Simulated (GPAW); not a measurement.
# Polarising Cl-GaAs-Cl chair monolayer with a field along the normal

The dipole of the cell at several fields, atoms fixed. What does the strongest field give, and what length does the slope stand for?

How it was computed: GPAW 26.7.0, plane waves (400 eV), PAW setups, PBE, 9×9 mesh, a dipole layer in the vacuum; geometry relaxed without an applied field with GPAW. The cell's area is 15.30 Å², and e/ε0 = 180.95 V Å.

Results, with one row withheld:

```tsv
field (V/Å)	dipole (e Å)
−0.2	−0.1824
−0.1	−0.1340
−0.05	−0.1098
0.05	−0.0613
0.1	−0.0371
0.2	0.0114
0.3	?
```

Q: What is the dipole at 0.3 V/Å?

**Working.** A line through the 6 points has the slope α = 0.485 e Å per V/Å and the intercept p₀ = −0.0855 e Å (r.m.s. residual 2.7e−05). At 0.3 V/Å it gives p = −0.0855 + 0.485 × 0.3 = 0.0598 e Å; the run gives 0.0600 e Å, so the response stays linear to 0.1 % of the induced part. Dividing by ε0 and the area: α/(ε0 A) = 0.485 × 180.95 / 15.30 = 5.73 Å, against 5.10 Å between the outer nuclei. For a gapped layer this length is t(1 − 1/ε), so it fixes ε only once a thickness t is chosen.

**Limits.** This is the electronic response alone; ions that move would add to it in polar layers. No run was spin-polarised, so magnetic states weren't tested. Layers with unlike faces were relaxed with their cell in a fully periodic cell without the dipole layer, so their atoms felt a small spurious field.

[Logs are printed without paths, hosts, clocks, repeated set-up lines and the standing remarks that a program may print on its own settings, such as how far it seeks lower states.]
